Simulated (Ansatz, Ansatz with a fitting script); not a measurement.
An input for Ansatz 0.2.0 (KMgH3 (Pm-3m)):

```yaml
crystal:
  lattice:
    - [4.025, 0.0, 0.0]
    - [0.0, 4.025, 0.0]
    - [0.0, 0.0, 4.025]
  atoms:
    - { symbol: K, position: [0.0, 0.0, 0.0] }
    - { symbol: Mg, position: [0.5, 0.5, 0.5] }
    - { symbol: H, position: [0.0, 0.5, 0.5] }
    - { symbol: H, position: [0.5, 0.0, 0.5] }
    - { symbol: H, position: [0.5, 0.5, 0.0] }
kpoints:
  mp_grid: { grid: [3, 3, 3] }
hamiltonian:
  xc: lda
  pseudopotentials: { kind: nc, xc_functional: pbe }
scf:
  occupations: { method: fixed }
  lower_state_search: "off"
  convergence: { dr2_threshold: 1.0e-09 }
output:
  rpa_energy:
    ecut_chi_ladder: [96, 112, 128, 144, 160]
    long_wavelength: optical_limit
    n_empty_bands: 90
basis:
  ecutwfc: 1142.878222
  xc_grid: 3
```

```sh
ansatz run input.yaml --threads 16 --pin off --max-ram 27648MiB --backend cpu --events-out ev --progress --plain --runs-dir out
```

Estimate wall time and host memory on 16 threads of Arm Neoverse V2, shared host.

It took 21 s; on shared hardware allow 10 s to 42 s. Peak host memory was 0.53 GiB.

[Paths, hosts, dates, memory and timing lines, banners, echoed tables and standing remarks are left out of the program output.]

[Logs are printed without paths, hosts, clocks, repeated set-up lines and the standing remarks that a program may print on its own settings, such as how far it seeks lower states.]

[Runs of the session that timed out or met a known fault of the program may be left out.]

[Hosts, paths, dates, database ids (printed as entryN), source tags and the programs' standing remarks are cut or masked in the printed files.]
